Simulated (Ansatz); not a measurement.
**CO2 (Pa-3): band gap by G0W0 on PBE**

Aim: the quasiparticle gap of CO2 (Pa-3), starting from PBE.

Program: Ansatz 0.2.0. Level of theory: PBE, then G0W0 on it, plane waves, PAW. Results are calculated unless marked as measured.

**1. Starting point**

It takes space group Pa-3 (No. 205, cubic). Conventional cell: a = 5.497 Å, b = 5.497 Å, c = 5.497 Å, α = 90.00°, β = 90.00°, γ = 90.00°. Nearest to C lie 2 O at 1.17 Å. O has 1 C at 1.17 Å nearest. Farther neighbours and most contacts between anions are not listed.

The cell and positions are those that the Materials Project relaxed with its own functionals (PBE, PBE+U or r2SCAN), kept fixed. At the settings of the band run the largest force is still 0.11 eV/Å.

**2. Bands along the symmetry lines**

Levels along a band path and on the mesh show where this functional puts the band edges.

This step: DFT, PBE, plane waves, PAW; PAW set soft_1.

Input file input.yaml:

```yaml
crystal:
  lattice:
    - [5.49707328, 0.0, 0.0]
    - [0.0, 5.49707328, 0.0]
    - [0.0, 0.0, 5.49707328]
  atoms:
    - { symbol: C, position: [0.0, 0.0, 0.0] }
    - { symbol: C, position: [0.5, 0.0, 0.5] }
    - { symbol: C, position: [0.5, 0.5, 0.0] }
    - { symbol: C, position: [0.0, 0.5, 0.5] }
    - { symbol: O, position: [0.12253698, 0.12253698, 0.12253698] }
    - { symbol: O, position: [0.37746302, 0.87746302, 0.62253698] }
    - { symbol: O, position: [0.62253698, 0.37746302, 0.87746302] }
    - { symbol: O, position: [0.87746302, 0.62253698, 0.37746302] }
    - { symbol: O, position: [0.87746302, 0.87746302, 0.87746302] }
    - { symbol: O, position: [0.62253698, 0.12253698, 0.37746302] }
    - { symbol: O, position: [0.37746302, 0.62253698, 0.12253698] }
    - { symbol: O, position: [0.12253698, 0.37746302, 0.62253698] }
kpoints:
  mp_grid: { grid: [4, 4, 4] }
  band_path:
    path:
      - [[0.0, 0.0, 0.0], [0.0, 0.5, 0.0], [0.5, 0.5, 0.0], [0.0, 0.0, 0.0], [0.5, 0.5, 0.5], [0.0, 0.5, 0.0]]
      - [[0.5, 0.5, 0.5], [0.5, 0.5, 0.0], [0.5, 0.0, 0.0]]
    npoints: 10
hamiltonian:
  xc: pbe
  pseudopotentials: { kind: paw, azcp: { folder: soft_1 } }
scf:
  occupations: { method: fermi_dirac, width: 0.02 }
  n_extra_bands: 8
output:
  eigenvalues: true
  forces: true
  stress: true
  write_density: true
  write_potential: true
  elf: true
  volumetric_format: npy
```

The run is started by

```sh
> ansatz run input.yaml --threads 4 --pin off --max-ram 138240MiB --backend cuda --events-out ev --progress --plain --runs-dir out --devices 1 --max-vram 26GiB
```

Numbers of over 12 decimals in the logs are rounded to 6 here.

The log of the run:

```text
scf.n_extra_bands = 8 over 32 filled bands (N_el = 64.0): the run solves 40 bands
GPUs: using 1 of 1 available (devices: 1).
Engine: ansatz 0.2.0, x86_64-unknown-linux-gnu
Pseudopotentials: kind: paw
Pseudopotential: C, paw, valence charge 4, recommended cutoff 420 eV (normal), soft_1/C.paw.azcp
Pseudopotential: O, paw, valence charge 6, recommended cutoff 420 eV (normal), soft_1/O.paw.azcp
Functional definition: PBE
  parameter kappa = 0.804
  parameter beta = 0.066725
  exchange = pbe_x(kappa = kappa, mu = beta*pi^2/3)
  correlation = pbe_c(beta = beta)
device memory: the entry about to start is reckoned to put 4.0 GiB on a device that reports 40.3 GiB free (of which the cap on the GPU budget leaves the run 26.0 GiB)
GPU FFT provider: cuFFT
GPU libraries: cuBLAS 13.8.2, cuFFT 12.4.0, cuSOLVER 12.3.4
Crystal: 12 atoms, lattice volume = 166.110 Å³
Basis set: ecut = 420 eV, 3239 PW (Γ), exchange–correlation on 80×80×80 points (8 copies of the dense FFT grid, shifted against one another)
Bands: 40, of which v1, the nominal top of the filled ones, is band 32 counted from 1 (31 counted from 0)
Symmetry: 24 space group operations
Space group: Pa-3 (ITA 205), of the structure as read, at distance tolerance 5.5e-5 Å
k-points: 11 of 64
Non-local potential: C, projectors of the file, l = 0: 2, l = 1: 2, l = 2: 1
Non-local potential: O, projectors of the file, l = 0: 2, l = 1: 2, l = 2: 1
PAW form: soft (Blöchl's): semilocal exchange-correlation on the pseudo side does not see the compensation charge
PAW one-centre angular grid: C, 110 points (default); XC on 64 Gauss nodes
PAW one-centre angular grid: O, 110 points (default); XC on 64 Gauss nodes
Initial density: superposition of atomic densities (chi_scale 0.1, normalization cell, long waves kept (reshape's long-wave potential 0.02 eV rms))
Initial wavefunctions: pseudopotential atomic-orbital guess
GPU buffer pool allocated for 64000 grid points (all kernels)
GPU transforms: local potential and band sums: pruned to the plane-wave sphere, on 40×40×40
Functional: x = pbe(κ = 0.804, μ = 0.219515), c = pbe(β = 0.066725)
SCF iter   1: F=—  HF=-5543.043985 eV  |F-HF|=—  |Δ(HF+E_count)|=         —  Δρ=1.00e-1  dr2=1.21e1  ethr=3.10e-3  ⟨swp⟩=6.8  Hψ=2012  notcnv=0
preconditioner: auto → Resta (q_TF=auto, 2.327 Å⁻¹)  ε∞=3.1  [insulator: Δε(μ)=7.892 eV  Ē_g=15.974 eV  σ=0.020 eV  W_gap=1.00  n_scr=32 (ndim 8)  ℏωp=23.0 eV  f_vac=0.064  D(μ)=0.00/eV (n_scr^D=0)  ε∞_Penn≈3.1]
SCF iter   2: F=—  HF=-5539.944897 eV  |F-HF|=—  |Δ(HF+E_count)|=    3.10e0  Δρ=4.21e-2  dr2=1.60e0  ethr=3.10e-3  ⟨swp⟩=3.0  Hψ=986  notcnv=0  defer=35
SCF iter   3: F=—  HF=-5539.576211 eV  |F-HF|=—  |Δ(HF+E_count)|=   3.69e-1  Δρ=1.67e-2  dr2=3.51e-1  ethr=2.50e-3  ⟨swp⟩=2.5  Hψ=739  notcnv=0  defer=35
SCF iter   4: F=—  HF=-5539.518588 eV  |F-HF|=—  |Δ(HF+E_count)|=   5.76e-2  Δρ=4.31e-3  dr2=1.40e-2  ethr=5.49e-4  ⟨swp⟩=2.1  Hψ=780  notcnv=0  defer=35
SCF iter   5: F=—  HF=-5539.526065 eV  |F-HF|=—  |Δ(HF+E_count)|=   7.48e-3  Δρ=5.26e-4  dr2=4.50e-4  ethr=2.18e-5  ⟨swp⟩=2.5  Hψ=755  notcnv=0  defer=35
SCF iter   6: F=—  HF=-5539.526322 eV  |F-HF|=—  |Δ(HF+E_count)|=   2.56e-4  Δρ=2.41e-4  dr2=6.50e-5  ethr=7.03e-7  ⟨swp⟩=2.0  Hψ=763  notcnv=0  defer=35
SCF iter   7: F=—  HF=-5539.526153 eV  |F-HF|=—  |Δ(HF+E_count)|=   1.69e-4  Δρ=4.29e-5  dr2=1.96e-6  ethr=1.02e-7  ⟨swp⟩=2.0  Hψ=695  notcnv=0  defer=35
SCF iter   8: F=-5539.526153 eV  HF=-5539.526153 eV  |F-HF|=1.70e-8  |Δ(HF+E_count)|=   1.37e-7  Δρ=7.56e-6  dr2=5.78e-8  ethr=1.56e-10  ⟨swp⟩=15.0  Hψ=3852  notcnv=0
SCF 1 converged in 8 iterations: F = -5539.526153 eV  dr2 = 5.78e-8
  greatest PAW one-centre occupation: 0.883 electrons in one spin orbital (limit 2), on the O atom at site 8 (counted from 0), in its partial waves of l = 0
device memory: the entry about to start is reckoned to put 5.7 GiB on a device that reports 40.3 GiB free (of which the cap on the GPU budget leaves the run 26.0 GiB)
NSCF: frozen V_eff on 72 k-points, pencils in batches of 32, up to order 176
SCF converged after 8 iterations
Free energy (F): -5539.526153 eV
Harris-Foulkes:  -5539.526153 eV  (|F-HF|=1.70e-8)
Internal energy: -5539.526153 eV  (E = F + TS)
E sigma→0 (E₀):  -5539.526153 eV
Fermi energy:    1.798460 eV
--- Per-component energies (eV) ---
  E_band       = -568.665576
  E_kinetic    = 1680.972818
  E_local      = -4595.327002  (includes V_loc(G=0)·N_el)
  E_nonlocal   = 519.704645
  E_hartree    = 1573.007956
  E_xc         = -744.526237
  E_vxc        = -939.564313  (∫ρ·V_xc dr)
  E_paw        = -1703.688620  (= ΣΔE_a)
  E_vpaw       = -380.489646  (= ΣTr[D̂ρ^β])
  E_aug_tail   = 0.006180  (compensation charges beyond the density's cutoff)
  E_ewald      = -2269.675893
  E_smearing   = -0.000000  (= −TS)
  E_closure    = -0.000000  (closes the sum)
  Σ components = -5539.526153   (vs F -5539.526153, Δ=0.00e0)
--- Forces (eV/Å), atoms counted from 1 ---
  atom   1  C      0.00000000    -0.00000000     0.00000000
  atom   2  C      0.00000000    -0.00000000    -0.00000000
  atom   3  C      0.00000000    -0.00000000     0.00000000
  atom   4  C      0.00000000    -0.00000000     0.00000000
  atom   5  O      0.06333607     0.06333607     0.06333607
  atom   6  O     -0.06333607    -0.06333607     0.06333607
  atom   7  O      0.06333607    -0.06333607    -0.06333607
  atom   8  O     -0.06333607     0.06333607    -0.06333607
  atom   9  O     -0.06333607    -0.06333607    -0.06333607
  atom  10  O      0.06333607     0.06333607    -0.06333607
  atom  11  O     -0.06333607     0.06333607     0.06333607
  atom  12  O      0.06333607    -0.06333607     0.06333607
  max |Σ_I F_I| component: 2.78e-17 eV/Å
--- Stress (GPa, compression-positive) ---
        2.514823       0.000000       0.000000
        0.000000       2.514823       0.000000
        0.000000       0.000000       2.514823
  P = ⅓ Tr σ = 2.5148 GPa (25.148 kbar)
--- Band table (eV; the first three rows and the last of 11) ---
  k-point 0: bands = [... 28 lower, -1.8779, -1.8779, -1.6524, -1.6524, 5.2190, 6.3074, 6.3074, 6.3074, ... 4 higher]
  k-point 1: bands = [... 28 lower, -1.9135, -1.8278, -1.7692, -1.6714, 5.6338, 6.2465, 6.4002, 6.4432, ... 4 higher]
  k-point 2: bands = [... 28 lower, -1.9943, -1.9943, -1.7345, -1.7345, 6.2461, 6.2461, 6.5004, 6.5004, ... 4 higher]
  k-point 10: bands = [... 28 lower, -2.0138, -2.0138, -2.0138, -2.0138, 6.2346, 6.2346, 6.2346, 6.2346, ... 4 higher]
```

The job ended after 6.1 s (1 × NVIDIA H100 80GB HBM3 (shared by 3 runs) with 4 threads of AMD EPYC 7R13 (Zen 3), shared host; peak memory 0.97 GiB; 13 s of CPU time).

Numbers from this step:

* pressure: 2.515 GPa
* filled bands: 32
* gap: 6.871 eV
* valence top at: Γ
* conduction bottom at: Γ
* least direct gap: 6.871 eV

Over mesh and path the gap is 6.871 eV, direct, at k = Γ.

The electronic bands at the labelled points (eV, zero at the top of the highest nominally filled band):

| point | band 29 | band 30 | band 31 | band 32 | band 33 | band 34 | band 35 | band 36 |
| --- | --- | --- | --- | --- | --- | --- | --- | --- |
| Γ | -0.23 | -0.23 | 0.00 | 0.00 | 6.87 | 7.96 | 7.96 | 7.96 |
| halfway | -0.26 | -0.18 | -0.12 | -0.02 | 7.29 | 7.90 | 8.05 | 8.10 |
| X | -0.34 | -0.34 | -0.08 | -0.08 | 7.90 | 7.90 | 8.15 | 8.15 |
| halfway | -0.34 | -0.34 | -0.16 | -0.16 | 7.89 | 7.89 | 8.02 | 8.02 |
| M | -0.31 | -0.31 | -0.31 | -0.31 | 7.90 | 7.90 | 7.90 | 7.90 |
| halfway | -0.23 | -0.23 | -0.15 | -0.10 | 7.63 | 7.88 | 7.92 | 8.11 |
| Γ | -0.23 | -0.23 | 0.00 | 0.00 | 6.87 | 7.96 | 7.96 | 7.96 |
| halfway | -0.27 | -0.26 | -0.17 | -0.17 | 7.84 | 7.84 | 7.98 | 8.16 |
| R | -0.36 | -0.36 | -0.36 | -0.36 | 7.89 | 7.89 | 7.89 | 7.89 |
| halfway | -0.33 | -0.33 | -0.22 | -0.22 | 7.82 | 7.82 | 8.07 | 8.07 |
| X | -0.34 | -0.34 | -0.08 | -0.08 | 7.90 | 7.90 | 8.15 | 8.15 |
| jump to R | -0.36 | -0.36 | -0.36 | -0.36 | 7.89 | 7.89 | 7.89 | 7.89 |
| halfway | -0.34 | -0.34 | -0.34 | -0.34 | 7.89 | 7.89 | 7.89 | 7.89 |
| M | -0.31 | -0.31 | -0.31 | -0.31 | 7.90 | 7.90 | 7.90 | 7.90 |
| halfway | -0.33 | -0.33 | -0.17 | -0.17 | 7.83 | 7.83 | 8.14 | 8.14 |
| X1 | -0.34 | -0.34 | -0.08 | -0.08 | 7.90 | 7.90 | 8.15 | 8.15 |

Valence density in the ac plane at fractional y = 0.000, with atoms of C within 0.2 Å of it. It is the smooth field of the valence electrons, not physical close to the nuclei.

Ten even steps from '0' (0.0 e/Å³) to '9' (2.1 e/Å³), each cell a mean:
```
742000000001379
420000000001477
100000000001243
000001100000111
000013421000000
000025763100000
000015986310000
000002678620000
000001369741000
000000125531000
000000001210000
122100000000000
455200000000002
895200000000024
884100000000147
```
Columns run along a (5.5 Å), rows up along c (5.5 Å). Atoms in or near the plane, at fractional coordinates: C at (0.00, 0.00), C at (0.50, 0.50).

Electrostatic potential energy in the ac plane at fractional y = 0.000, with atoms of C within 0.2 Å of it. With pseudopotentials it is smooth inside the atoms' cores, unlike the true potential.

Values in eV, 15 rows by 15 columns, each cell a mean:
```
-49 -31  -4   4   6   7   7   7   7   7   7   5  -1 -17 -44
-19  -8   1   5   6   7   7   7   7   7   7   5  -3 -16 -17
  1   3   5   6   6   7   7   7   7   7   7   5   2  -3  -1
  5   6   6   6   6   5   4   5   5   6   6   6   5   5   5
  7   7   7   6   4  -2  -3   0   1   3   5   6   7   7   7
  7   7   7   6   2 -10 -18 -21 -15  -3   3   6   7   7   7
  7   7   7   6   3  -7 -33 -49 -45 -15   1   5   7   7   7
  7   7   7   6   4  -5 -38 -50 -49 -21   0   5   7   7   7
  7   7   7   6   4  -1 -18 -38 -33 -18  -3   4   7   7   7
  7   7   7   6   5   3  -1  -5  -7 -10  -2   5   7   7   7
  6   6   6   6   6   5   4   4   3   2   4   6   6   6   6
  3   2   3   5   6   6   6   6   6   6   6   6   6   5   4
 -7 -10  -8   3   6   7   7   7   7   7   7   6   5   1  -4
-39 -26 -10   2   6   7   7   7   7   7   7   6   3  -8 -31
-50 -39  -7   3   6   7   7   7   7   7   7   5   1 -19 -49
```
Columns run along a (5.5 Å; values clipped at the 3rd and 97th percentile), rows up along c (5.5 Å). Atoms in or near the plane, at fractional coordinates: C at (0.00, 0.00), C at (0.50, 0.50).

[end of part 1 of 2]

[Paths, hosts, dates, memory and timing lines, banners, echoed tables and standing remarks are left out of the program output.]

[Logs are printed without paths, hosts, clocks, repeated set-up lines and the standing remarks that a program may print on its own settings, such as how far it seeks lower states.]

[Runs of the session that timed out or met a known fault of the program may be left out.]

[Cells called generated may have been cut or substituted from an entry of the Crystallography Open Database or the Materials Project.]

[Hosts, paths, dates, database ids (printed as entryN), source tags and the programs' standing remarks are cut or masked in the printed files.]

[Where an RPA ε∞ is given, it is that of the G0W0 mesh and is not shown converged in it. Names of k-points follow the symmetry that the program found, which can be lower than the space group named. Band edges on a path are those of the sampled points; other points can move an edge, and change direct to indirect where valleys lie close.]

[Hybrid gaps are those of their k-mesh and are not shown converged in it.]
